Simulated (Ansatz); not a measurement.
# Relaxing random alloy of the fcc Cu-Al line, x = 0.0312 (128 atoms), part 3 of 3

Aim: bring random alloy of the fcc Cu-Al line, x = 0.0312 (128 atoms) to a nearby minimum of the energy and see what moves.

Ansatz 0.2.0; Kohn-Sham DFT, PBE, PAW (set soft_2), plane waves.

The cell: 4 Al and 124 Cu. The host structure and its lattice constant were typed by rule, without a check against the phase diagram.

So far. Step 3 (Cell and atoms relaxed): The relaxation changed the energy by -4.87 meV/atom, and atoms moved by 0.037 Å r.m.s., 0.088 Å at most. Step 6 (K-mesh 3×3×3): Forces differ from those of the single point at the relaxed geometry by 2.4 meV/Å r.m.s.; the pressure by -0.091 GPa. It took 40 s and 9 cycles; the reference's time can't be set against it, since the two runs asked for unlike analyses.

## (7) Functional r2SCAN (500 eV)

The meta-GGA r2SCAN uses the kinetic energy density as well as the density and its gradient. Besides, the cutoff goes from 420 to 500 eV.

This step: Kohn-Sham DFT, r2SCAN, PAW (set soft_2), plane waves (Ansatz 0.2.0).

File input.yaml:

```yaml
crystal:
  lattice:
    - [-7.27529, 7.28005, 7.28153]
    - [7.27533, -7.2748, 7.27631]
    - [7.27422, 7.27373, -7.27628]
  atoms:
    [... the 128 atom lines of step 5 ...]
kpoints:
  mp_grid: { grid: [2, 2, 2] }
hamiltonian:
  xc: r2scan
scf:
  occupations: { method: fermi_dirac, width: 0.1 }
output:
  forces: true
  stress: true
  populations: true
  dos:
    method: { smearing: { sigma: 0.08 } }
    de: 0.05
    projected: { site_lists: { Al: [Al], Cu: [Cu] } }
  eigenvalues: true
```

Launch:

```bash
ansatz run input.yaml --threads 6 --pin off --max-ram 102400MiB --backend cuda --events-out ev --progress --plain --runs-dir out
```

Numbers of over 12 decimals in the logs are rounded to 6 here.

The log of the run:

```text
[...]
GPU FFT provider: cuFFT
GPU libraries: cuBLAS 13.8.2, cuFFT 12.4.0, cuSOLVER 12.3.4
Crystal: 128 atoms, lattice volume = 1541.318 Å³
Basis set: ecut = 500 eV, 39027 PW (Γ), exchange–correlation on 384×384×384 points (64 copies of the dense FFT grid, shifted against one another)
Bands: 1421, of which v1, the nominal top of the filled ones, is band 1184 counted from 1 (1183 counted from 0)
Symmetry: 1 space group operations
[...]
k-points: 8
[...]
GPU buffer pool allocated for 884736 grid points (all kernels)
[...]
SCF iter   1: F=—  HF=-824439.760191 eV  |F-HF|=—  |Δ(HF+E_count)|=         —  Δρ=4.08e-2  dr2=1.44e1  dr2_τ=1.31e-1  ethr=1.77e-3  ⟨swp⟩=4.9  Hψ=36674  notcnv=0  defer=428
[...]
SCF iter  15: F=—  HF=-824437.252242 eV  |F-HF|=—  |Δ(HF+E_count)|=   5.66e-8  Δρ=3.47e-6  dr2=1.72e-7  dr2_τ=7.64e-10  ethr=1.69e-11  ⟨swp⟩=2.0  Hψ=19369  notcnv=0  defer=1503
SCF iter  16: F=-824437.252242 eV  HF=-824437.252242 eV  |F-HF|=8.38e-9  |Δ(HF+E_count)|=   1.84e-8  Δρ=1.02e-6  dr2=1.97e-8  dr2_τ=3.57e-10  ethr=4.22e-12  ⟨swp⟩=8.0  Hψ=44348  notcnv=0
SCF 1 converged in 16 iterations: F = -824437.252242 eV  dr2 = 1.97e-8
[...]
SCF converged after 16 iterations
Free energy (F): -824437.252242 eV
[...]
Internal energy: -824435.913326 eV  (E = F + TS)
E sigma→0 (E₀):  -824436.582784 eV
Entropy (-TS):   -1.338915 eV (-10.460 meV/atom)
Fermi energy:    15.995140 eV
[...]
Σ components = -824437.252242   (vs F -824437.252242, Δ=0.00e0)
--- Forces (eV/Å), atoms counted from 1 ---
  atom   1  Al    -0.00113058    -0.00189404     0.00141170
  atom   2  Cu     0.00167998     0.02275125     0.02370852
  atom   3  Cu     0.01854917     0.00012629     0.02328895
  atom   4  Cu     0.02079619     0.02323246     0.00407474
[...]
atom 128  Cu    -0.01983476    -0.00184408    -0.02243562
  max |Σ_I F_I| component: 6.45e-7 eV/Å
--- Stress (GPa, compression-positive) ---
       -6.228964       0.001251       0.000389
        0.001251      -6.237408      -0.000364
        0.000389      -0.000364      -6.233258
  P = ⅓ Tr σ = -6.2332 GPa (-62.332 kbar)
--- Band table (eV; the first three rows and the last of 8) ---
[...]
--- Löwdin populations: 128 sites ---
  site symbol       q [e]
     0     Al      4.1079
     1     Cu     18.7638
     2     Cu     18.7571
[...]
127     Cu     18.7576
  spilling = 0.008198 (of n_electrons = 2368.000000)
```

The job ended after 28 s (1 × NVIDIA H100 80GB HBM3 with 6 threads of AMD EPYC 7R13 (Zen 3), shared host; peak memory 6.6 GiB; 72 s of CPU time).

That memory is the host's; the program planned up to 49.6 GiB on the GPU.

Geometry and reference: those of the single point at the relaxed geometry.

Forces differ from those of the single point at the relaxed geometry by 11 meV/Å r.m.s.; the pressure by -6.2 GPa.

## (8) Functional PBEsol

PBEsol restores the gradient expansion of exchange for slowly varying densities and usually gives shorter bonds in solids than PBE.

This step: Kohn-Sham DFT, PBEsol, PAW (set soft_2), plane waves (Ansatz 0.2.0).

input.yaml: that of step 7 with these lines changed.

```diff
@@ -10,3 +10,3 @@
 hamiltonian:
-  xc: r2scan
+  xc: pbesol
 scf:
```

The log of the run:

```text
[...]
GPU FFT provider: cuFFT
GPU libraries: cuBLAS 13.8.2, cuFFT 12.4.0, cuSOLVER 12.3.4
Crystal: 128 atoms, lattice volume = 1541.318 Å³
Basis set: ecut = 420 eV, 30093 PW (Γ), exchange–correlation on 180×180×180 points (8 copies of the dense FFT grid, shifted against one another)
Bands: 1421, of which v1, the nominal top of the filled ones, is band 1184 counted from 1 (1183 counted from 0)
Symmetry: 1 space group operations
[...]
k-points: 8
[...]
GPU buffer pool allocated for 729000 grid points (all kernels)
[...]
SCF iter   1: F=—  HF=-819108.143521 eV  |F-HF|=—  |Δ(HF+E_count)|=         —  Δρ=1.97e-2  dr2=3.23e0  ethr=1.77e-3  ⟨swp⟩=5.0  Hψ=38152  notcnv=0  defer=578
[...]
SCF iter  10: F=—  HF=-819107.444277 eV  |F-HF|=—  |Δ(HF+E_count)|=   1.63e-7  Δρ=1.81e-6  dr2=1.04e-7  ethr=2.72e-11  ⟨swp⟩=2.0  Hψ=19385  notcnv=0  defer=1477
SCF iter  11: F=-819107.444277 eV  HF=-819107.444277 eV  |F-HF|=2.75e-8  |Δ(HF+E_count)|=  4.66e-10  Δρ=1.04e-6  dr2=2.57e-8  ethr=4.22e-12  ⟨swp⟩=10.2  Hψ=50217  notcnv=0
SCF 1 converged in 11 iterations: F = -819107.444277 eV  dr2 = 2.57e-8
[...]
SCF converged after 11 iterations
Free energy (F): -819107.444277 eV
[...]
Internal energy: -819106.030126 eV  (E = F + TS)
E sigma→0 (E₀):  -819106.737201 eV
Entropy (-TS):   -1.414151 eV (-11.048 meV/atom)
Fermi energy:    16.018122 eV
[...]
Σ components = -819107.444277   (vs F -819107.444277, Δ=0.00e0)
--- Forces (eV/Å), atoms counted from 1 ---
  atom   1  Al     0.00035773     0.00259019     0.00079136
  atom   2  Cu    -0.00131671     0.03171146     0.03036579
  atom   3  Cu     0.02934909    -0.00030887     0.03206258
  atom   4  Cu     0.03023009     0.03171889     0.00120398
[...]
atom 128  Cu    -0.03069812    -0.00057455    -0.03151609
  max |Σ_I F_I| component: 2.26e-6 eV/Å
--- Stress (GPa, compression-positive) ---
       -7.796711      -0.000404       0.000025
       -0.000404      -7.796412       0.002881
        0.000025       0.002881      -7.796936
  P = ⅓ Tr σ = -7.7967 GPa (-77.967 kbar)
--- Band table (eV; the first three rows and the last of 8) ---
[...]
--- Löwdin populations: 128 sites ---
  site symbol       q [e]
     0     Al      4.0799
     1     Cu     18.7637
     2     Cu     18.7568
[...]
127     Cu     18.7574
  spilling = 0.008347 (of n_electrons = 2368.000000)
```

Elapsed: 19 s, on 1 × NVIDIA H100 80GB HBM3 with 6 threads; peak memory 5.5 GiB.

That memory is the host's; the program planned up to 41.8 GiB on the GPU.

Geometry and reference: those of the single point at the relaxed geometry.

Forces differ from those of the single point at the relaxed geometry by 16 meV/Å r.m.s.; the pressure by -7.8 GPa.

## (9) All settings compared

Each row is set against the single point at the relaxed geometry (Kohn-Sham DFT, PBE, PAW (set soft_2), plane waves; r.m.s. force component 3.8e-4 eV/Å). Energies are set beside the reference only for runs with its functional, potentials and electron count. Times are for 1 × NVIDIA H100 80GB HBM3 with 6 threads of AMD EPYC 7R13 (Zen 3), shared host. The reference's time includes grids, which some other runs skip.

| run | Δ force, r.m.s. (meV/Å) | Δ energy (meV/atom) | Δ pressure (GPa) | cycles | time | host memory (GiB) |
| --- | --- | --- | --- | --- | --- | --- |
| reference | - | - | - | 10 | 20 s | 5.4 |
| k-mesh 3×3×3 | 2.40 | 0.0351 | -0.0914 | 9 | 40 s | 5.6 |
| functional r2SCAN (500 eV) | 11.1 | - | -6.24 | 16 | 28 s | 6.6 |
| functional PBEsol | 15.8 | - | -7.81 | 11 | 19 s | 5.5 |

## (10) Outcome

- energy change in the relaxation: -4.868 meV/atom
- r.m.s. displacement: 0.037 Å
- largest displacement: 0.088 Å
- free energy per atom: -6434.9618 eV/atom
- density: 8.605 g/cm³
- pressure: 0.008633 GPa
- r.m.s. force component: 0.00038 eV/Å
- wall time of the 6 DFT runs: 2.6 min

In words: Relaxation lowers the energy by 4.87 meV/atom and moves atoms by 0.037 Å r.m.s.; the r.m.s. force component goes from 0.16 to 3.8e-4 eV/Å. Displacements are taken in the final cell, so they leave out its strain. By the final cutoffs no bond was broken or made. The cell shrank by 0.7 % in volume. From the first step to the last the energy fell by 0.623 eV, across changes of basis, and the largest move was 0.09 Å (Al38, with 1 other atom within 2 % of it). The Cu-Cu bonds go from 2.580 Å (spread 0.028) to 2.572 Å (spread 0.007). Counting bonds as in the table, all Al atoms have 12 and all Cu atoms have 12 bonded neighbours. 113 levels are partly filled, by over 2 % (on the run's k-points), as in a metal.

Among the changes of functional, dispersion, potentials or spin, functional PBEsol moves the forces most, by 16 meV/Å r.m.s.

[Logs are printed without paths, hosts, clocks, repeated set-up lines and the standing remarks that a program may print on its own settings, such as how far it seeks lower states.]

[Hosts, paths, dates, database ids (printed as entryN), source tags and the programs' standing remarks are cut or masked in the printed files.]
